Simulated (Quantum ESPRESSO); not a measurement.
## Magnetic state of Cobalt from several starts

Aim: find out which collinear order of Cobalt costs least.

Main program and level: Quantum ESPRESSO 7.5; PBE; plane waves with GBRV 1.5 PBE potentials, no spin-orbit coupling.

## (1) Starting point

It takes space group P6_3/mmc (No. 194, hexagonal). Conventional cell: a = 2.507 Å, b = 2.507 Å, c = 4.070 Å, α = 90.00°, β = 90.00°, γ = 120.00°. Nearest to Co lie 12 Co at 2.50 to 2.51 Å.

The cell comes from the Crystallography Open Database.

## (2) Start 1: ferro ++

The signs are those of the starting moments on the seeded atoms, the atoms that are given a moment.

Contents of pw.in:

```
&CONTROL
  calculation = 'scf'
  prefix = 'pwscf'
  outdir = './tmp'
  pseudo_dir = './pseudo'
  disk_io = 'nowf'
/
&SYSTEM
  ibrav = 0
  celldm(1) = 8
  nat = 2
  ntyp = 1
  ecutwfc = 40
  ecutrho = 280
  nbnd = 26
  occupations = 'smearing'
  smearing = 'fd'
  degauss = 0.00367493
  nspin = 2
  starting_magnetization(1) = 0.1176
/
&ELECTRONS
  conv_thr = 4d-09
  electron_maxstep = 150
  mixing_beta = 0.3
/
ATOMIC_SPECIES
Co     58.9332 co_pbe_v1.2.uspp.F.UPF
CELL_PARAMETERS alat
   0.5922874106108    0.0000000000000    0.0000000000000
  -0.2961437053054    0.5129359439191    0.0000000000000
   0.0000000000000    0.0000000000000    0.9613745443268
ATOMIC_POSITIONS crystal
Co      0.3333333333    0.6666666667    0.2500000000
Co      0.6666666667    0.3333333333    0.7500000000
K_POINTS automatic
12 12 12 0 0 0
```

Command:

```
OMP_NUM_THREADS=1 mpirun -n 2 pw.x -nk 2 -in pw.in > pw.out
```

What it wrote:

```text
Program PWSCF v.7.5 starts

     Message from routine setup:
     using ibrav=0 with symmetry is DISCOURAGED, use correct ibrav instead

     K-points division:     npool     =       2
     Subspace diagonalization in iterative solution of the eigenvalue problem:

     G-vector sticks info
     --------------------
     sticks:   dense  smooth     PW     G-vecs:    dense   smooth      PW
     Sum         433     253     85                11825     5191     989

     Using Slab Decomposition

     bravais-lattice index     =            0
     lattice parameter (alat)  =       8.0000  a.u.
     unit-cell volume          =     149.5403 (a.u.)^3
     number of atoms/cell      =            2
     number of atomic types    =            1
     number of electrons       =        34.00
     number of Kohn-Sham states=           26
     kinetic-energy cutoff     =      40.0000  Ry
     charge density cutoff     =     280.0000  Ry
     scf convergence threshold =      4.0E-09
     mixing beta               =       0.3000
     number of iterations used =            8  plain     mixing
     Exchange-correlation= SLA  PW   PBE  PBE
                           (   1   4   3   4   0   0   0)

     celldm(1)=   8.000000  celldm(2)=   0.000000  celldm(3)=   0.000000
     celldm(4)=   0.000000  celldm(5)=   0.000000  celldm(6)=   0.000000

     crystal axes: (cart. coord. in units of alat)
               a(1) = (   0.592287   0.000000   0.000000 )
               a(2) = (  -0.296144   0.512936   0.000000 )
               a(3) = (   0.000000   0.000000   0.961375 )

     reciprocal axes: (cart. coord. in units 2 pi/alat)
               b(1) = (  1.688370  0.974781 -0.000000 )
               b(2) = (  0.000000  1.949561  0.000000 )
               b(3) = (  0.000000 -0.000000  1.040177 )

     PseudoPot. # 1 for Co read from file:
     co_pbe_v1.2.uspp.F.UPF
     Pseudo is Ultrasoft + core correction, Zval = 17.0
     Generated by new atomic code, or converted to UPF format
     Using radial grid of  863 points,  6 beta functions with:
                l(1) =   0
                l(2) =   0
                l(3) =   1
                l(4) =   1
                l(5) =   2
                l(6) =   2
     Q(r) pseudized with  8 coefficients,  rinner =    1.200   1.200   1.200
                                                       1.200   1.200

     atomic species   valence    mass     pseudopotential
     Co               17.00    58.93320     Co( 1.00)

     Starting magnetic structure
     atomic species   magnetization
     Co              0.118

     24 Sym. Ops., with inversion, found (12 have fractional translation)

   Cartesian axes

     site n.     atom                  positions (alat units)
         1        Co     tau(   1) = (  -0.0000000   0.3419573   0.2403436  )
         2        Co     tau(   2) = (   0.2961437   0.1709786   0.7210309  )

     number of k points=   133  Fermi-Dirac smearing, width (Ry)=  0.0037

     Number of k-points >= 100: set verbosity='high' to print them.

     Dense  grid:    11825 G-vectors     FFT dimensions: (  25,  25,  48)

     Smooth grid:     5191 G-vectors     FFT dimensions: (  20,  20,  32)

     Check: negative core charge=   -0.000054
     Generating pointlists ...
     new r_m :   0.2433 (alat units)  1.9467 (a.u.) for type    1

     Initial potential from superposition of free atoms

     starting charge      32.0000, renormalised to      34.0000
     Starting wfcs are   26 randomized atomic wfcs

     Self-consistent Calculation

     iteration #  1     ecut=    40.00 Ry     beta= 0.30
     Davidson diagonalization with overlap
     ethr =  1.00E-02,  avg # of iterations =  4.7

     total energy              =    -593.79823725 Ry
     estimated scf accuracy    <      14.65328218 Ry

     total magnetization       =     2.16 Bohr mag/cell
     absolute magnetization    =     2.20 Bohr mag/cell

     iteration #  2     ecut=    40.00 Ry     beta= 0.30
     Davidson diagonalization with overlap
     ethr =  1.00E-02,  avg # of iterations =  2.3

     total energy              =    -596.86154896 Ry
     estimated scf accuracy    <       0.64086734 Ry

     total magnetization       =     3.13 Bohr mag/cell
     absolute magnetization    =     3.29 Bohr mag/cell

     iteration #  3     ecut=    40.00 Ry     beta= 0.30
     Davidson diagonalization with overlap
     ethr =  1.88E-03,  avg # of iterations =  1.4

     total energy              =    -596.97543539 Ry
     estimated scf accuracy    <       0.00962404 Ry

     total magnetization       =     3.33 Bohr mag/cell
     absolute magnetization    =     3.52 Bohr mag/cell

     [... further iterations left out ...]

     iteration #  8     ecut=    40.00 Ry     beta= 0.30
     Davidson diagonalization with overlap
     ethr =  4.28E-08,  avg # of iterations =  1.6

     total energy              =    -596.97820259 Ry
     estimated scf accuracy    <       0.00000292 Ry

     total magnetization       =     3.39 Bohr mag/cell
     absolute magnetization    =     3.75 Bohr mag/cell

     iteration #  9     ecut=    40.00 Ry     beta= 0.30
     Davidson diagonalization with overlap
     ethr =  8.59E-09,  avg # of iterations =  2.0

     total energy              =    -596.97820404 Ry
     estimated scf accuracy    <       0.00000021 Ry

     total magnetization       =     3.39 Bohr mag/cell
     absolute magnetization    =     3.75 Bohr mag/cell

     iteration # 10     ecut=    40.00 Ry     beta= 0.30
     Davidson diagonalization with overlap
     ethr =  6.30E-10,  avg # of iterations =  2.0

     total energy              =    -596.97820417 Ry
     estimated scf accuracy    <       0.00000002 Ry

     total magnetization       =     3.39 Bohr mag/cell
     absolute magnetization    =     3.75 Bohr mag/cell

     iteration # 11     ecut=    40.00 Ry     beta= 0.30
     Davidson diagonalization with overlap
     ethr =  6.69E-11,  avg # of iterations =  1.5

     Magnetic moment per site  (integrated on atomic sphere of radius R)
     atom   1 (R=0.243)  charge= 15.6083  magn=  1.7774
     atom   2 (R=0.243)  charge= 15.6083  magn=  1.7774

     End of self-consistent calculation

     Number of k-points >= 100: set verbosity='high' to print the bands.

     the Fermi energy is    18.0301 ev

!    total energy              =    -596.97820424 Ry
     estimated scf accuracy    <          4.8E-10 Ry
     smearing contrib. (-TS)   =      -0.00105447 Ry
     internal energy E=F+TS    =    -596.97714977 Ry

     The total energy is F=E-TS. E is the sum of the following terms:
     one-electron contribution =    -313.61468616 Ry
     hartree contribution      =     178.23112691 Ry
     xc contribution           =     -65.34223046 Ry
     ewald contribution        =    -396.25136006 Ry

     total magnetization       =     3.39 Bohr mag/cell
     absolute magnetization    =     3.75 Bohr mag/cell

     convergence has been achieved in  11 iterations

=------------------------------------------------------------------------------=
   JOB DONE.
=------------------------------------------------------------------------------=
```

Wall time 22 s (2 MPI ranks of Arm Neoverse V2, shared host); peak memory 0.21 GiB.

Spin moment in the atom's sphere by atom:

| atom | spin moment in the atom's sphere (μB) |
| --- | --- |
| Co1 | 1.78 |
| Co2 | 1.78 |

This step gave:

| Property | Result |
| --- | --- |
| smearing term TS | 0.01435 eV |
| magnetization | 3.388 μB |
| absolute magnetization | 3.754 μB |
| final state | ferromagnetic |

Spin density in the ac plane at fractional y = 0.333, with atoms of Co within 0.2 Å of it.

Ten even steps from '0' (0.0 e/Å³) to '9' (6.8 e/Å³), each cell a mean:
```
00000000000000
00000000000000
00000000011000
00000001232100
00000002575210
00000012697310
00000002575210
00000001232100
00000000011000
00000000000000
00000000000000
00000000000000
00000000000000
00000000000000
00000000000000
00000000000000
00000000000000
00000000000000
00000000000000
00000000000000
00000000000000
00000000000000
00000000000000
00000000000000
```
Columns run along a (2.5 Å), rows up along c (4.1 Å). Atoms in or near the plane, at fractional coordinates: Co at (0.67, 0.75).

Valence density in the ac plane at fractional y = 0.333, with atoms of Co within 0.2 Å of it. It is the smooth field of the valence electrons, not physical close to the nuclei.

Values in e/Å³, 22 rows by 14 columns, each cell a mean:
```
 0  0  0  0  0  0  0  1  1  1  1  1  0  0
 0  0  0  0  0  0  1  1  2  3  2  2  1  1
 0  0  0  0  0  1  2  4  8 10  8  5  2  1
 1  0  0  0  0  1  3  9 19 26 21 12  4  1
 1  0  0  0  1  1  5 15 31 43 35 19  7  2
 1  0  0  0  1  1  5 15 32 44 36 19  7  2
 1  0  0  0  0  1  3 10 20 28 23 12  4  1
 0  0  0  0  0  1  2  4  8 11  9  5  2  1
 0  0  0  0  0  0  1  2  3  3  3  2  1  1
 0  0  0  0  0  0  0  1  1  1  1  1  0  0
 0  0  0  0  0  0  0  0  0  0  0  0  0  0
 0  0  0  0  0  0  0  0  0  0  0  0  0  0
 0  0  0  0  0  0  0  0  0  0  0  0  0  0
 1  1  1  1  1  0  0  0  0  0  0  0  0  0
 1  1  1  1  1  1  0  0  0  0  0  0  0  0
 1  1  1  1  1  1  0  0  0  0  0  0  0  1
 1  1  1  1  1  1  0  0  0  0  0  0  0  1
 1  1  1  1  1  1  0  0  0  0  0  0  0  0
 1  1  1  1  1  0  0  0  0  0  0  0  0  0
 0  0  0  0  0  0  0  0  0  0  0  0  0  0
 0  0  0  0  0  0  0  0  0  0  0  0  0  0
 0  0  0  0  0  0  0  0  0  0  0  0  0  0
```
Columns run along a (2.5 Å), rows up along c (4.1 Å). Atoms in or near the plane, at fractional coordinates: Co at (0.67, 0.75).

## (3) Run 2 (antiferro +−)

Edit pw.in of step 2 so:

```diff
@@ -11,6 +11,6 @@
   nat = 2
-  ntyp = 1
+  ntyp = 2
   ecutwfc = 40
   ecutrho = 280
-  nbnd = 26
+  nbnd = 24
   occupations = 'smearing'
@@ -20,2 +20,3 @@
   starting_magnetization(1) = 0.1176
+  starting_magnetization(2) = -0.1176
 /
@@ -27,3 +28,4 @@
 ATOMIC_SPECIES
-Co     58.9332 co_pbe_v1.2.uspp.F.UPF
+Co1    58.9332 co_pbe_v1.2.uspp.F.UPF
+Co2    58.9332 co_pbe_v1.2.uspp.F.UPF
 CELL_PARAMETERS alat
@@ -33,4 +35,4 @@
 ATOMIC_POSITIONS crystal
-Co      0.3333333333    0.6666666667    0.2500000000
-Co      0.6666666667    0.3333333333    0.7500000000
+Co1     0.3333333333    0.6666666667    0.2500000000
+Co2     0.6666666667    0.3333333333    0.7500000000
 K_POINTS automatic
```

What it wrote:

```text
[banner, memory and clock lines left out]
Program PWSCF v.7.5 starts

     Message from routine setup:
     using ibrav=0 with symmetry is DISCOURAGED, use correct ibrav instead

     bravais-lattice index     =            0
     lattice parameter (alat)  =       8.0000  a.u.
     unit-cell volume          =     149.5403 (a.u.)^3
     number of atoms/cell      =            2
     number of atomic types    =            2
     number of electrons       =        34.00
     number of Kohn-Sham states=           24
     kinetic-energy cutoff     =      40.0000  Ry
     charge density cutoff     =     280.0000  Ry
     scf convergence threshold =      4.0E-09
     mixing beta               =       0.3000
     number of iterations used =            8  plain     mixing
     Exchange-correlation= SLA  PW   PBE  PBE
                           (   1   4   3   4   0   0   0)

     celldm(1)=   8.000000  celldm(2)=   0.000000  celldm(3)=   0.000000
     celldm(4)=   0.000000  celldm(5)=   0.000000  celldm(6)=   0.000000

     crystal axes: (cart. coord. in units of alat)
               a(1) = (   0.592287   0.000000   0.000000 )
               a(2) = (  -0.296144   0.512936   0.000000 )
               a(3) = (   0.000000   0.000000   0.961375 )

     reciprocal axes: (cart. coord. in units 2 pi/alat)
               b(1) = (  1.688370  0.974781 -0.000000 )
               b(2) = (  0.000000  1.949561  0.000000 )
               b(3) = (  0.000000 -0.000000  1.040177 )

     PseudoPot. # 1 for Co read from file:
     co_pbe_v1.2.uspp.F.UPF
     Pseudo is Ultrasoft + core correction, Zval = 17.0

     PseudoPot. # 2 for Co read from file:
     co_pbe_v1.2.uspp.F.UPF
     Pseudo is Ultrasoft + core correction, Zval = 17.0

     atomic species   valence    mass     pseudopotential
     Co1              17.00    58.93320     Co( 1.00)
     Co2              17.00    58.93320     Co( 1.00)

     Starting magnetic structure
     atomic species   magnetization
     Co1             0.118
     Co2            -0.118

     12 Sym. Ops. (no inversion) found ( 6 have fractional translation)

   Cartesian axes

     site n.     atom                  positions (alat units)
         1        Co1    tau(   1) = (  -0.0000000   0.3419573   0.2403436  )
         2        Co2    tau(   2) = (   0.2961437   0.1709786   0.7210309  )

     number of k points=   133  Fermi-Dirac smearing, width (Ry)=  0.0037

     Number of k-points >= 100: set verbosity='high' to print them.

     Dense  grid:    11825 G-vectors     FFT dimensions: (  25,  25,  48)

     Smooth grid:     5191 G-vectors     FFT dimensions: (  20,  20,  32)

     Check: negative core charge=   -0.000054
     Generating pointlists ...
     new r_m :   0.2433 (alat units)  1.9467 (a.u.) for type    1
     new r_m :   0.2433 (alat units)  1.9467 (a.u.) for type    2

     Initial potential from superposition of free atoms

     starting charge      32.0000, renormalised to      34.0000
     Starting wfcs are   26 randomized atomic wfcs

     Self-consistent Calculation

     iteration #  1     ecut=    40.00 Ry     beta= 0.30
     Davidson diagonalization with overlap
     ethr =  1.00E-02,  avg # of iterations =  3.6

     total energy              =    -593.87818229 Ry
     estimated scf accuracy    <      14.46224501 Ry

     total magnetization       =     0.00 Bohr mag/cell
     absolute magnetization    =     2.07 Bohr mag/cell

     iteration #  2     ecut=    40.00 Ry     beta= 0.30
     Davidson diagonalization with overlap
     ethr =  1.00E-02,  avg # of iterations =  2.5

     total energy              =    -596.84043527 Ry
     estimated scf accuracy    <       0.55209481 Ry

     total magnetization       =    -0.00 Bohr mag/cell
     absolute magnetization    =     2.87 Bohr mag/cell

     [... further iterations left out ...]

     iteration # 14     ecut=    40.00 Ry     beta= 0.30
     Davidson diagonalization with overlap
     ethr =  1.90E-10,  avg # of iterations =  2.0

     total energy              =    -596.93989226 Ry
     estimated scf accuracy    <          6.6E-09 Ry

     total magnetization       =    -0.00 Bohr mag/cell
     absolute magnetization    =     2.52 Bohr mag/cell

     iteration # 15     ecut=    40.00 Ry     beta= 0.30
     Davidson diagonalization with overlap
     ethr =  1.94E-11,  avg # of iterations =  2.0

     Magnetic moment per site  (integrated on atomic sphere of radius R)
     atom   1 (R=0.243)  charge= 15.6106  magn=  1.2263
     atom   2 (R=0.243)  charge= 15.6105  magn= -1.2271

     End of self-consistent calculation

     Number of k-points >= 100: set verbosity='high' to print the bands.

     the Fermi energy is    18.0362 ev

!    total energy              =    -596.93989228 Ry
     estimated scf accuracy    <          1.5E-09 Ry
     smearing contrib. (-TS)   =      -0.00281296 Ry
     internal energy E=F+TS    =    -596.93707931 Ry

     The total energy is F=E-TS. E is the sum of the following terms:
     one-electron contribution =    -313.58545659 Ry
     hartree contribution      =     178.14649408 Ry
     xc contribution           =     -65.24675674 Ry
     ewald contribution        =    -396.25136006 Ry

     total magnetization       =    -0.00 Bohr mag/cell
     absolute magnetization    =     2.52 Bohr mag/cell

     convergence has been achieved in  15 iterations
```

Elapsed: 26 s, on 2 MPI ranks; peak memory 0.21 GiB; 51 s of CPU time.

Spin moment in the atom's sphere by atom:

| atom | spin moment in the atom's sphere (μB) |
| --- | --- |
| Co1 | 1.23 |
| Co2 | -1.23 |

Numbers from this step:

```
smearing term TS       : 0.03827 eV
magnetization          : 0 μB
absolute magnetization : 2.518 μB
final state            : antiferromagnetic
```

Spin density in the ac plane at fractional y = 0.333, with atoms of Co within 0.2 Å of it.

Values in e/Å³, 22 rows by 14 columns, each cell a mean:
```
 0.0  0.0  0.0  0.0  0.0  0.0  0.0  0.0 -0.1 -0.1 -0.1  0.0  0.0  0.0
 0.0  0.0  0.0  0.0  0.0  0.0 -0.1 -0.1 -0.2 -0.2 -0.2 -0.1 -0.1  0.0
 0.0  0.0  0.0  0.0  0.0 -0.1 -0.2 -0.3 -0.5 -0.6 -0.6 -0.4 -0.2 -0.1
 0.0  0.0  0.0  0.0  0.0 -0.1 -0.3 -0.8 -1.5 -1.9 -1.6 -0.9 -0.4 -0.1
 0.0  0.0  0.0  0.0  0.0 -0.1 -0.4 -1.2 -2.6 -3.8 -3.0 -1.5 -0.5 -0.2
 0.0  0.0  0.0  0.0  0.0 -0.1 -0.4 -1.2 -2.7 -3.9 -3.1 -1.5 -0.5 -0.2
 0.0  0.0  0.0  0.0  0.0 -0.1 -0.3 -0.8 -1.6 -2.1 -1.7 -1.0 -0.4 -0.1
 0.0  0.0  0.0  0.0  0.0 -0.1 -0.2 -0.4 -0.6 -0.7 -0.6 -0.4 -0.2 -0.1
 0.0  0.0  0.0  0.0  0.0  0.0 -0.1 -0.1 -0.2 -0.2 -0.2 -0.2 -0.1  0.0
 0.0  0.0  0.0  0.0  0.0  0.0  0.0 -0.1 -0.1 -0.1 -0.1 -0.1  0.0  0.0
 0.0  0.0  0.0  0.0  0.0  0.0  0.0  0.0  0.0  0.0  0.0  0.0  0.0  0.0
 0.0  0.0  0.0  0.0  0.0  0.0  0.0  0.0  0.0  0.0  0.0  0.0  0.0  0.0
 0.0  0.0  0.0  0.0  0.0  0.0  0.0  0.0  0.0  0.0  0.0  0.0  0.0  0.0
 0.0  0.1  0.1  0.1  0.0  0.0  0.0  0.0  0.0  0.0  0.0  0.0  0.0  0.0
 0.0  0.1  0.1  0.1  0.1  0.0  0.0  0.0  0.0  0.0  0.0  0.0  0.0  0.0
 0.1  0.1  0.1  0.1  0.1  0.0  0.0  0.0  0.0  0.0  0.0  0.0  0.0  0.0
 0.1  0.1  0.1  0.1  0.1  0.0  0.0  0.0  0.0  0.0  0.0  0.0  0.0  0.0
 0.1  0.1  0.1  0.1  0.1  0.0  0.0  0.0  0.0  0.0  0.0  0.0  0.0  0.0
 0.0  0.1  0.1  0.1  0.0  0.0  0.0  0.0  0.0  0.0  0.0  0.0  0.0  0.0
 0.0  0.0  0.0  0.0  0.0  0.0  0.0  0.0  0.0  0.0  0.0  0.0  0.0  0.0
 0.0  0.0  0.0  0.0  0.0  0.0  0.0  0.0  0.0  0.0  0.0  0.0  0.0  0.0
 0.0  0.0  0.0  0.0  0.0  0.0  0.0  0.0  0.0  0.0  0.0  0.0  0.0  0.0
```
Columns run along a (2.5 Å), rows up along c (4.1 Å). Atoms in or near the plane, at fractional coordinates: Co at (0.67, 0.75).

Valence density in the ac plane at fractional y = 0.333, with atoms of Co within 0.2 Å of it. It is the smooth field of the valence electrons, not physical close to the nuclei.

Ten steps, logarithmic in the rise over the least value, from '_' (0 e/Å³) to '@' (49 e/Å³), each cell a mean:
```
________________........____
____________..::::----::..__
__________..::--++++++==::..
__________..--++##%%##**==::
..______..::==##%%@@@@##++--
..______..::++##@@@@@@%%++--
..______..::==##%%@@@@##++--
__________..--++##%%##**==::
__________..::--++++++==::..
____________..::::----::..__
________________........____
____________________________
____________________________
____________________________
__......____________________
..........__________________
..::::::....______________..
..::::::::..______________..
..::::::....______________..
..........__________________
__......____________________
____________________________
____________________________
____________________________
```
Columns run along a (2.5 Å), rows up along c (4.1 Å). Atoms in or near the plane, at fractional coordinates: Co at (0.67, 0.75).

(Part 1 of 2 ends here.)

[Logs and program files are shortened in this print: banners, set-up blocks, solver, clock and traceback lines can be left out without a mark of their own.]

[Logs are printed without paths, hosts, clocks, repeated set-up lines and the standing remarks that a program may print on its own settings, such as how far it seeks lower states.]

[Hosts, paths, dates, database ids (printed as entryN), source tags and the programs' standing remarks are cut or masked in the printed files.]

[Where a cell is said to come from a database of computed structures, the database is the Materials Project.]
